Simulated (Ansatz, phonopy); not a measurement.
# Quasi-harmonic thermodynamics of K (Im-3m), part 2 of 4

Wanted: α(T), C_P(T) and B(T) of K in the quasi-harmonic approximation.

What experiment has found for this phase:
- heat capacity C_P per formula unit 29.4 J/mol/K near room temperature (given in “High-Throughput Prediction of Finite-Temperature Properties using the Quasi-Harmonic Approximation”, 2016, arXiv:1603.06924)

Ansatz 0.2.0; DFT LDA, scalar-relativistic, plane waves, PAW (the session's first sound run).

So far. Step 2 (Probe on a coarse mesh): The start is under -0.36 GPa at this level and looks like a metal on this mesh.

The database entry behind the starting cell lists a temperature near 5 K, so it need not match the best structure at ambient conditions.

## Step 4: A second relaxation

The relaxation is run once more from where the first one ended, as the script does after a large change of volume or of the gap, with mesh and occupations reviewed.

File input.yaml:

```yaml
crystal:
  lattice:
    - [-2.5243397268, 2.5243397268, 2.5243397268]
    - [2.5243397268, -2.5243397268, 2.5243397268]
    - [2.5243397268, 2.5243397268, -2.5243397268]
  atoms:
    - { symbol: K, position: [0.0, 0.0, 0.0] }
kpoints:
  mp_grid: { grid: [12, 12, 12] }
hamiltonian:
  xc: lda
scf:
  occupations: { method: gaussian, width: 0.1 }
output:
  forces: true
  stress: true
  eigenvalues: true
  write_density: true
  write_potential: true
  elf: true
  volumetric_format: npy
relax:
  adjacent_minimum: "off"
  f_tol: 0.005
  max_steps: 80
  cell: { stress_tol: 0.05 }
```

Run with:

```sh
$ ansatz run input.yaml --threads 4 --pin off --max-ram 16384MiB --backend cpu --events-out ev --progress --plain --runs-dir out
```

Numbers of over 12 decimals in the logs are rounded to 6 here.

The log of the run:

```text
[...]
Crystal: 1 atoms, lattice volume = 64.343 Å³
Basis set: ecut = 420 eV, 1253 PW (Γ)
Bands: 9, of which v1, the nominal top of the filled ones, is band 5 counted from 1 (4 counted from 0)
Symmetry: 48 space group operations
[...]
k-points: 72 of 1728
[...]
SCF iter   1: F=—  HF=-1496.252472 eV  |F-HF|=—  |Δ(HF+E_count)|=         —  Δρ=3.47e-3  dr2=2.84e-3  ethr=1.77e-3  ⟨swp⟩=5.1  Hψ=4701  notcnv=0
[...]
SCF iter   6: F=-1496.251594 eV  HF=-1496.251594 eV  |F-HF|=6.54e-10  |Δ(HF+E_count)|=   5.80e-8  Δρ=4.08e-6  dr2=1.44e-8  ethr=1.11e-9  ⟨swp⟩=8.9  Hψ=4598  notcnv=0
SCF 1 converged in 6 iterations: F = -1496.251594 eV  dr2 = 1.44e-8
[...]
relax step   1: F+E_penalty+E_count = -1496.25159383 eV  Δ(F+E_penalty+E_count) = +0.000e0 eV  max|allowed force component| = 0.000e0 eV/Å  Δτ_max = 0.0000 Å  P = -0.011 GPa  Ω = 64.343 Å³  (6 SCF iters, dr2 threshold 1.00e-7 eV, accepted)
[...]
SCF iter   5: F=-1496.251594 eV  HF=-1496.251594 eV  |F-HF|=1.14e-12  |Δ(HF+E_count)|=  4.55e-12  Δρ=1.02e-7  dr2=1.90e-12  ethr=1.00e-12  ⟨swp⟩=4.5  Hψ=1952  notcnv=0
SCF 2 converged in 5 iterations: F = -1496.251594 eV  dr2 = 1.90e-12
relax step   2: F+E_penalty+E_count = -1496.25159383 eV  Δ(F+E_penalty+E_count) = -1.990e-9 eV  max|allowed force component| = 0.000e0 eV/Å  Δτ_max = 0.0000 Å  P = -0.011 GPa  Ω = 64.343 Å³  stress off target by 1.10e-2 GPa  SCF on the basis re-selected at this cell (its energy is not comparable with the rows above)  (5 SCF iters)
basis re-selected at this cell: Δ(F+E_penalty+E_count) = -1.990e-9 eV, ΔP = -0.000 GPa vs the last step (what re-selecting the basis moved, of the pressure what is left beyond the Pulay correction that the steps carried, after the strain that the cell walked since its last selection, with what the two solves' SCF thresholds leave and, on support functions, any second-order correction that the steps lacked; it is no measure of the basis error at this ecutwfc). This SCF's stress stands 1.10e-2 GPa from its target on what of the cell is left free (relax.cell.stress_tol is 5.00e-2 GPa) and its largest allowed force component is 0.00e0 eV/Å (relax.f_tol is 5.00e-3 eV/Å): [rest of the remark cut]
SCF converged after 5 iterations
Free energy (F): -1496.251594 eV
[...]
Internal energy: -1496.246856 eV  (E = F + TS)
E sigma→0 (E₀):  -1496.249225 eV
Entropy (-TS):   -0.004738 eV (-4.738 meV/atom)
Fermi energy:    2.121264 eV
[...]
--- Stress (GPa, compression-positive) ---
       -0.011050       0.000000       0.000000
        0.000000      -0.011050       0.000000
       -0.000000       0.000000      -0.011050
  P = ⅓ Tr σ = -0.0110 GPa (-0.110 kbar)
--- Band table (eV; the first three rows and the last of 72) ---
[...]
--- Relaxed structure (1 steps of the walk, 1 accepted, 1 SCFs on fresh bases) ---
[...]
cell:  # Å, volume = 64.3433 Å³
    - [-2.5243397268, 2.5243397268, 2.5243397268]
    - [2.5243397268, -2.5243397268, 2.5243397268]
    - [2.5243397268, 2.5243397268, -2.5243397268]
  atoms:
    - { symbol: K, position: [0.0, 0.0, 0.0] }
```

Run time: 0.98 s. Hardware: 4 threads of Intel Xeon Platinum 8488C (Sapphire Rapids), shared host; peak memory 0.41 GiB.

Little changed from the start: no atom moved by 0.005 Å and no cell edge by 0.1 %.

Valence density in the ac plane of the conventional cell at fractional y = 0.000, with atoms of K within 0.2 Å of it. It is the smooth field of the valence electrons, not physical close to the nuclei.

Ten steps, logarithmic in the rise over the least value, from '0' (0.0 e/Å³) to '9' (4.2 e/Å³), each cell a mean:
```
99630000001589
87520000001368
54210000000135
21000000000011
00000000000000
00000000000000
00000000000000
00000000000000
00000000000000
00000000000000
32100000000123
76310000000256
98620000001479
99730000002589
```
Columns run along a (5.0 Å), rows up along c (5.0 Å), edges of the conventional cell, whose origin can differ from the input's. Atoms in or near the plane, at fractional coordinates: K at (0.00, 0.00).

ELF in the ac plane of the conventional cell at fractional y = 0.000, with atoms of K within 0.2 Å of it. It is the smooth field of the valence electrons, not physical close to the nuclei.

Ten even steps from '_' (0.06) to '@' (0.86), each cell a mean:
```
%%@@%%--____--==..__..**@@@@
@@@@**..__..====::____==%%@@
##++::____::==++--..__..==**
..______..--++++==::______..
______..--==++++++==::..____
..::--====++====++++==--::..
====++++++++======++++++====
----==++++++======++++====--
____..--==++++++++==--::..__
________::==++++==--..______
==::______--++++==..____..--
@@%%==____..==++--____::**%%
@@@@%%::____--==::____++@@@@
##@@@@==____--==..__..##@@%%
```
Columns run along a (5.0 Å), rows up along c (5.0 Å), edges of the conventional cell, whose origin can differ from the input's. Atoms in or near the plane, at fractional coordinates: K at (0.00, 0.00).

Electrostatic potential energy in the ac plane of the conventional cell at fractional y = 0.000, with atoms of K within 0.2 Å of it. With pseudopotentials it is smooth inside the atoms' cores, unlike the true potential.

Ten even steps from '_' (-42 eV) to '@' (5 eV), each cell a mean:
```
__..++%%@@@@@@@@@@@@@@##::__
::==##@@@@@@@@@@@@@@@@%%**::
##%%%%@@@@@@@@@@@@@@@@@@%%##
@@@@@@@@@@@@@@@@@@@@@@@@@@@@
@@@@@@@@@@@@@@@@@@@@@@@@@@@@
@@@@@@@@@@@@@@@@@@@@@@@@@@@@
@@@@@@@@@@@@@@@@@@@@@@@@@@@@
@@@@@@@@@@@@@@@@@@@@@@@@@@@@
@@@@@@@@@@@@@@@@@@@@@@@@@@@@
@@@@@@@@@@@@@@@@@@@@@@@@@@@@
%%%%@@@@@@@@@@@@@@@@@@@@@@%%
++**%%@@@@@@@@@@@@@@@@%%##++
__::**%%@@@@@@@@@@@@@@%%==..
____++%%@@@@@@@@@@@@@@##::__
```
Columns run along a (5.0 Å; values clipped at the 3rd and 97th percentile), rows up along c (5.0 Å), edges of the conventional cell, whose origin can differ from the input's. Atoms in or near the plane, at fractional coordinates: K at (0.00, 0.00).

## Step 5: Tight relaxation

The thresholds are tightened for a last relaxation ahead of the phonons, and where mesh or smearing change with them the cell follows.

input.yaml, the sections that differ from step 4:

```yaml
scf:
  occupations: { method: methfessel_paxton, width: 0.2 }
output:
  forces: true
  stress: true
  eigenvalues: true
relax:
  adjacent_minimum: "off"
  f_tol: 0.001
  max_steps: 60
  cell: { stress_tol: 0.01 }
# crystal, kpoints, hamiltonian: as in step 4
```

The log of the run:

```text
[...]
Crystal: 1 atoms, lattice volume = 64.343 Å³
Basis set: ecut = 420 eV, 1253 PW (Γ)
Bands: 9, of which v1, the nominal top of the filled ones, is band 5 counted from 1 (4 counted from 0)
Symmetry: 48 space group operations
[...]
k-points: 72 of 1728
[...]
-0.000000       0.000000       0.000071
  P = ⅓ Tr σ = 0.0001 GPa (0.001 kbar)
--- Band table (eV; the first three rows and the last of 72) ---
[...]
--- Relaxed structure (3 steps of the walk, 3 accepted, 1 SCFs on fresh bases) ---
[...]
cell:  # Å, volume = 64.1674 Å³
    - [-2.522037, 2.522037, 2.522037]
    - [2.522037, -2.522037, 2.522037]
    - [2.522037, 2.522037, -2.522037]
  atoms:
    - { symbol: K, position: [0.0, 0.0, 0.0] }
[key lines of the parts left out:]
SCF converged after 7 iterations
Free energy (F): -1496.249999 eV
Fermi energy:    2.137017 eV
```

Run time: 1.7 s. Hardware: 4 threads; peak memory 0.41 GiB; 5.6 s of CPU time.

Little changed from the start: no atom moved by 0.005 Å and no cell edge by 0.1 %.

Numbers from this step:

```
pressure        : 7.11e-5 GPa
volume per atom : 64.17 Å³
```

The residual pressure is 7.1e-5 GPa, small enough for phonons.

## Step 6: The quasi-harmonic study, functional LDA, q-mesh 2×2×2

Thermal expansion follows from how the free energy of the vibrations (and of the electrons in a metal) changes with strain, so the program makes strained cells, their phonons and a fit in one run.

input.yaml, the sections that differ from step 5:

```yaml
crystal:
  lattice:
    - [-2.5220370413, 2.5220370413, 2.5220370413]
    - [2.5220370413, -2.5220370413, 2.5220370413]
    - [2.5220370413, 2.5220370413, -2.5220370413]
  atoms:
    - { symbol: K, position: [0.0, 0.0, 0.0] }
output:
  eigenvalues: true
phonons:
  method: dfpt
  qmesh: [2, 2, 2]
  temperatures: { t_max: 300.0, t_step: 25 }
  thermal_expansion: {}
# kpoints, hamiltonian, scf: as in step 5
# relax: removed
```

The log of the run:

```text
[...]
Crystal: 1 atoms, lattice volume = 64.167 Å³
Basis set: ecut = 487.2 eV, 1553 PW (Γ), exchange–correlation on 64×64×64 points (8 copies of the dense FFT grid, shifted against one another)
Bands: 9, of which v1, the nominal top of the filled ones, is band 5 counted from 1 (4 counted from 0)
Symmetry: 48 space group operations
[...]
k-points: 72 of 1728
[...]
SCF iter   1: F=—  HF=-1496.251008 eV  |F-HF|=—  |Δ(HF+E_count)|=         —  Δρ=3.53e-3  dr2=2.88e-3  ethr=1.77e-3  ⟨swp⟩=5.0  Hψ=4591  notcnv=0
[...]
SCF iter   9: F=-1496.250073 eV  HF=-1496.250073 eV  |F-HF|=9.09e-13  |Δ(HF+E_count)|=  4.09e-12  S|Δr|=    0.00e0  Δρ=5.46e-8  dr2=1.49e-12  ethr=1.00e-12  ⟨swp⟩=5.3  Hψ=2302  notcnv=0
SCF 1 converged in 9 iterations: F = -1496.250073 eV  dr2 = 1.49e-12
[...]
relax step   1: F+E_penalty+E_count = -1496.25007300 eV  Δ(F+E_penalty+E_count) = +0.000e0 eV  max|allowed force component| = 0.000e0 eV/Å  Δτ_max = 0.0000 Å  (9 SCF iters, accepted)
SCF converged after 9 iterations
[...]
Free energy (F): -1496.250073 eV
[...]
Internal energy: -1496.248763 eV  (E = F + TS)
E sigma→0 (E₀):  -1496.249745 eV
Entropy (-TS):   -0.001310 eV (-1.310 meV/atom)
Fermi energy:    2.137012 eV
[...]
--- Stress (GPa, compression-positive) ---
        0.000040       0.000000       0.000000
        0.000000       0.000040       0.000000
       -0.000000      -0.000000       0.000040
  P = ⅓ Tr σ = 0.0000 GPa (0.000 kbar)
--- Band table (eV; the first three rows and the last of 72) ---
[...]
── thermal expansion: 3 new cells, 3 in all ──
thermal expansion: relaxation of cell 2
thermal expansion: relaxation of cell 3
── thermal expansion: 2 new cells, 5 in all ──
thermal expansion: relaxation of cell 4
thermal expansion: lower-state search of cell 4
thermal expansion: electrons of cell 4
thermal expansion: phonons of cell 4
thermal expansion: relaxation of cell 5
thermal expansion: electrons of cell 1
thermal expansion: electrons of cell 2
thermal expansion: electrons of cell 3
thermal expansion: electrons of cell 5
thermal expansion: phonons of cell 5
── thermal expansion: 7 new cells, 12 in all ──
thermal expansion: relaxation of cell 6
thermal expansion: relaxation of cell 7
thermal expansion: relaxation of cell 8
thermal expansion: relaxation of cell 9
thermal expansion: relaxation of cell 10
thermal expansion: relaxation of cell 11
thermal expansion: relaxation of cell 12
thermal expansion: electrons of cell 6
thermal expansion: electrons of cell 7
thermal expansion: electrons of cell 8
thermal expansion: electrons of cell 9
thermal expansion: electrons of cell 10
thermal expansion: electrons of cell 11
thermal expansion: electrons of cell 12
thermal expansion: phonons of cell 6
thermal expansion: phonons of cell 7
thermal expansion: phonons of cell 8
thermal expansion: phonons of cell 9
--- Relaxed structure (1 steps of the walk, 1 accepted, 0 SCFs on fresh bases) ---
  F+E_penalty+E_count = -1496.25007300 eV   max|allowed force component| = 0.000e0 eV/Å
  atoms:
    - { symbol: K, position: [0.0, 0.0, 0.0] }
--- Thermal expansion: 12 cells in 3 rounds, 0 GPa ---
  no lower state was reached at cell 4; its state was not examined: fill_not_monotonic
  without vibrations: a 4.36827, b 4.36827, c 4.36827 Å, V 64.1661 Å³, B 4.49 GPa
  at 0 K: a 4.37900, b 4.37900, c 4.37900 Å, V 64.6402 Å³, B 4.40 GPa
  zero-point expansion: a +0.246, b +0.246, c +0.246, V +0.739 %
      T/K        a/Å        b/Å        c/Å       V/Å³ | expansion of a, b, c, V (1e-6/K)   | that of V in the mean from 25 °C | C_P, C_V (J/mol K of the cell) | B_T, B_S (GPa)
     0.00    4.37900    4.37900    4.37900    64.6402 |    0.00    0.00    0.00    0.00 |  186.58 |     0.000     0.000 |     4.40     4.40
    50.00    4.38511    4.38511    4.38511    64.9113 |   52.21   52.21   52.21  156.62 |  208.20 |    20.575    20.368 |     4.30     4.35
   100.00    4.39815    4.39815    4.39815    65.4919 |   64.03   64.03   64.03  192.10 |  217.93 |    24.425    23.824 |     4.13     4.23
   150.00    4.41288    4.41288    4.41288    66.1523 |   69.46   69.46   69.46  208.37 |  226.36 |    25.655    24.631 |     3.95     4.11
   200.00    4.42876    4.42876    4.42876    66.8689 |   74.20   74.20   74.20  222.59 |  235.01 |    26.476    24.977 |     3.75     3.98
   250.00    4.44577    4.44577    4.44577    67.6424 |   79.24   79.24   79.24  237.71 |  244.35 |    27.233    25.186 |     3.56     3.84
   298.15    4.46334    4.46334    4.46334    68.4477 |   84.77   84.77   84.77  254.31 |       - |    28.003    25.337 |     3.35     3.71
   300.00    4.46404    4.46404    4.46404    68.4800 |   85.00   85.00   85.00  255.01 |  254.72 |    28.035    25.342 |     3.35     3.70
  the static fit leaves 0.000 meV an atom of the energies and, of the stresses, 0.000 GPa of each cell's largest along a strain (root mean squares over the cells), whose Pulay part it has at -0.000 GPa
  vibrations' free energy: its fit leaves 0.0000 meV an atom at the most
  the electrons' free energy at temperature is in it; its fit leaves 0.0000 meV an atom at the most
  free energies summed between the sampled wave vectors
  estimated error of the fitted expansion in any direction: up to 0.106e-6/K, at 300 K (an estimate, not a bound: it was exceeded on models of known expansion)
  by sums over the sampled wave vectors an expansion of the volume parts by up to 7.85e-6/K
  by a static energy of one degree less an expansion of the volume parts by up to 0.28e-6/K
  the FFT grids of the static calculations differ: 32 × 32 × 32, 36 × 36 × 36
```

Wall time 2 min (4 threads); peak memory 1.1 GiB.

This step gave:

| Item | Value |
| --- | --- |
| pressure | 3.97e-5 GPa |
| volume expansion coefficient at 298 K | 254.3 1e-6/K |
| C_P at 298 K | 28.00 J/mol-atom/K |
| entropy at 298 K | 63.37 J/mol-atom/K |
| isothermal bulk modulus at 298 K | 3.355 GPa |
| Grüneisen parameter at 298 K | 1.388 |
| volume at 298 K | 68.45 Å³/atom |
| principal linear expansion coefficients at 298 K | 84.77, 84.77, 84.77 1e-6/K |

Strained cells of the study; zero-point energy where phonons were solved; the pressures are stresses at a fixed cutoff and can carry an offset from the finite basis. Expansion cells, by row:

| cell | \|a\| (Å) | \|b\| (Å) | \|c\| (Å) | V (Å³/atom) | E - E_lowest (meV/atom) | pressure, compression positive (GPa) | gap (eV) | zero-point energy (meV/atom) |
| --- | --- | --- | --- | --- | --- | --- | --- | --- |
| 1 | 4.368 | 4.368 | 4.368 | 64.17 | 0 | 0 | - | - |
| 2 | 4.403 | 4.403 | 4.403 | 65.72 | 0.506 | -0.103 | - | - |
| 3 | 4.334 | 4.334 | 4.334 | 62.65 | 0.522 | 0.112 | - | - |
| 4 | 4.369 | 4.369 | 4.369 | 64.18 | 0 | -0.001 | - | 10.05 |
| 5 | 4.39 | 4.39 | 4.39 | 65.15 | 0.204 | -0.066 | - | 9.856 |
| 6 | 4.417 | 4.417 | 4.417 | 66.36 | 0.992 | -0.142 | - | 9.614 |
| 7 | 4.442 | 4.442 | 4.442 | 67.47 | 2.203 | -0.205 | - | 9.395 |
| 8 | 4.467 | 4.467 | 4.467 | 68.61 | 3.87 | -0.265 | - | 9.177 |
| 9 | 4.492 | 4.492 | 4.492 | 69.77 | 5.981 | -0.32 | - | 8.959 |
| 10 | 4.325 | 4.325 | 4.325 | 62.29 | 0.81 | 0.141 | - | - |
| 11 | 4.347 | 4.347 | 4.347 | 63.23 | 0.198 | 0.068 | - | - |
| 12 | 4.528 | 4.528 | 4.528 | 71.45 | 9.746 | -0.394 | - | - |

Quasi-harmonic; a, b, c are the run's own cell vectors. Expansion, by row:

| T (K) | a (Å) | b (Å) | c (Å) | alpha (deg) | beta (deg) | gamma (deg) | cell volume (Å³/cell) | alpha_a (1e-6/K) | alpha_b (1e-6/K) | alpha_c (1e-6/K) | alpha_V (1e-6/K) | C_P (J/mol-atom/K) | C_V (J/mol-atom/K) | S (J/mol-atom/K) | B_T (GPa) | B_S (GPa) | Grueneisen | extrapolation | fit error (1e-6/K) |
| --- | --- | --- | --- | --- | --- | --- | --- | --- | --- | --- | --- | --- | --- | --- | --- | --- | --- | --- | --- |
| 0 | 4.379 | 4.379 | 4.379 | 109.5 | 109.5 | 109.5 | 64.64 | 0 | 0 | 0 | 0 | 0 | 0 | 0 | 4.4 | 4.4 | - | 0 | 0 |
| 25 | 4.38 | 4.38 | 4.38 | 109.5 | 109.5 | 109.5 | 64.7 | 30.99 | 30.99 | 30.99 | 92.96 | 12.48 | 12.45 | 7.379 | 4.37 | 4.39 | 1.273 | 0 | 0.01 |
| 50 | 4.385 | 4.385 | 4.385 | 109.5 | 109.5 | 109.5 | 64.91 | 52.21 | 52.21 | 52.21 | 156.6 | 20.57 | 20.37 | 19.07 | 4.3 | 4.35 | 1.293 | 0 | 0.02 |
| 75 | 4.391 | 4.391 | 4.391 | 109.5 | 109.5 | 109.5 | 65.19 | 59.94 | 59.94 | 59.94 | 179.8 | 23.23 | 22.82 | 28 | 4.22 | 4.29 | 1.304 | 0 | 0.03 |
| 100 | 4.398 | 4.398 | 4.398 | 109.5 | 109.5 | 109.5 | 65.49 | 64.03 | 64.03 | 64.03 | 192.1 | 24.43 | 23.82 | 34.86 | 4.13 | 4.23 | 1.313 | 0 | 0.03 |
| 125 | 4.405 | 4.405 | 4.405 | 109.5 | 109.5 | 109.5 | 65.81 | 66.96 | 66.96 | 66.96 | 200.9 | 25.14 | 24.33 | 40.39 | 4.04 | 4.17 | 1.321 | 0 | 0.03 |
| 150 | 4.413 | 4.413 | 4.413 | 109.5 | 109.5 | 109.5 | 66.15 | 69.46 | 69.46 | 69.46 | 208.4 | 25.66 | 24.63 | 45.02 | 3.95 | 4.11 | 1.33 | 0 | 0.03 |
| 175 | 4.421 | 4.421 | 4.421 | 109.5 | 109.5 | 109.5 | 66.5 | 71.83 | 71.83 | 71.83 | 215.5 | 26.08 | 24.83 | 49.01 | 3.85 | 4.05 | 1.338 | 0 | 0.05 |
| 200 | 4.429 | 4.429 | 4.429 | 109.5 | 109.5 | 109.5 | 66.87 | 74.2 | 74.2 | 74.2 | 222.6 | 26.48 | 24.98 | 52.52 | 3.75 | 3.98 | 1.348 | 0 | 0.06 |
| 225 | 4.437 | 4.437 | 4.437 | 109.5 | 109.5 | 109.5 | 67.25 | 76.65 | 76.65 | 76.65 | 229.9 | 26.85 | 25.09 | 55.66 | 3.66 | 3.91 | 1.357 | 0 | 0.08 |
| 250 | 4.446 | 4.446 | 4.446 | 109.5 | 109.5 | 109.5 | 67.64 | 79.24 | 79.24 | 79.24 | 237.7 | 27.23 | 25.19 | 58.51 | 3.56 | 3.84 | 1.367 | 0 | 0.08 |
| 275 | 4.455 | 4.455 | 4.455 | 109.5 | 109.5 | 109.5 | 68.05 | 82.01 | 82.01 | 82.01 | 246 | 27.62 | 25.27 | 61.12 | 3.45 | 3.77 | 1.378 | 0 | 0.07 |
| 298.1 | 4.463 | 4.463 | 4.463 | 109.5 | 109.5 | 109.5 | 68.45 | 84.77 | 84.77 | 84.77 | 254.3 | 28 | 25.34 | 63.37 | 3.35 | 3.71 | 1.388 | 0 | 0.1 |
| 300 | 4.464 | 4.464 | 4.464 | 109.5 | 109.5 | 109.5 | 68.48 | 85 | 85 | 85 | 255 | 28.04 | 25.34 | 63.54 | 3.35 | 3.7 | 1.389 | 0 | 0.11 |

Table of expansion coefficient by temperature; values in 1e-6/K:

| temperature (K) | volume | principal 1 |
| --- | --- | --- |
| 0 | 0 | 0 |
| 25 | 93.0 | 31.0 |
| 50 | 157 | 52.2 |
| 75 | 180 | 59.9 |
| 100 | 192 | 64.0 |
| 125 | 201 | 67.0 |
| 150 | 208 | 69.5 |
| 175 | 215 | 71.8 |
| 200 | 223 | 74.2 |
| 225 | 230 | 76.7 |
| 250 | 238 | 79.2 |
| 275 | 246 | 82.0 |
| 298 | 254 | 84.8 |
| 300 | 255 | 85 |

At 298 K the volume expansion is 254 × 10⁻⁶/K and B_T is 3.35 GPa. The q-mesh is coarse, so this is a first estimate. The program raised the cutoff to 487.2 eV by itself: with no cutoff typed, the study takes about 1.16 times the default for its relaxations and scales it with the volume for the phonons.

## Step 7: Free-energy fit

This step: DFT LDA, scalar-relativistic, plane waves, PAW (phonopy 4.10.0).

Energy (each curve on its own zero) against volume; values in meV/atom:

| volume (Å³/atom) | static | F at 0 K | F at 300 K |
| --- | --- | --- | --- |
| 64.18 | 0 | 0.54 | 4.35 |
| 65.15 | 0.2 | 0.55 | 3.04 |
| 66.36 | 0.99 | 1.1 | 1.91 |
| 67.47 | 2.2 | 2.09 | 1.34 |
| 68.61 | 3.87 | 3.54 | 1.18 |
| 69.77 | 5.98 | 5.43 | 1.43 |

Phonopy-qha, vinet fit of F(V) at each temperature. Qha vinet, by row:

| T (K) | fitted volume (Å³/atom) | alpha_V (1e-6/K) | B_T (GPa) | C_P (J/mol-atom/K) | Grueneisen |
| --- | --- | --- | --- | --- | --- |
| 75 | 65.19 | 178.1 | 4.22 | 23.46 | 1.299 |
| 100 | 65.49 | 191.6 | 4.13 | 24.61 | 1.319 |
| 125 | 65.81 | 200.7 | 4.04 | 25.27 | 1.332 |
| 150 | 66.15 | 208.3 | 3.95 | 25.75 | 1.344 |
| 175 | 66.5 | 215.5 | 3.85 | 26.16 | 1.355 |
| 200 | 66.87 | 222.7 | 3.75 | 26.54 | 1.367 |
| 225 | 67.25 | 230.1 | 3.66 | 26.9 | 1.379 |
| 250 | 67.64 | 237.9 | 3.56 | 27.27 | 1.392 |
| 275 | 68.05 | 246.2 | 3.45 | 27.66 | 1.406 |

Volume expansion coefficient against temperature; values in 1e-6/K:

| temperature (K) | phonopy-qha, Vinet | Ansatz's own study |
| --- | --- | --- |
| 75.0 | 178 | 180 |
| 100.0 | 192 | 192 |
| 125.0 | 201 | 201 |
| 150.0 | 208 | 208 |
| 175.0 | 216 | 215 |
| 200.0 | 223 | 223 |
| 225.0 | 230 | 230 |
| 250.0 | 238 | 238 |
| 275.0 | 246 | 246 |

(Continued in part 3 of 4.)

[Logs are printed without paths, hosts, clocks, repeated set-up lines and the standing remarks that a program may print on its own settings, such as how far it seeks lower states.]

[Hosts, paths, dates, database ids (printed as entryN), source tags and the programs' standing remarks are cut or masked in the printed files.]

[A step with changed settings may run another functional than the one named; its input shows which.]
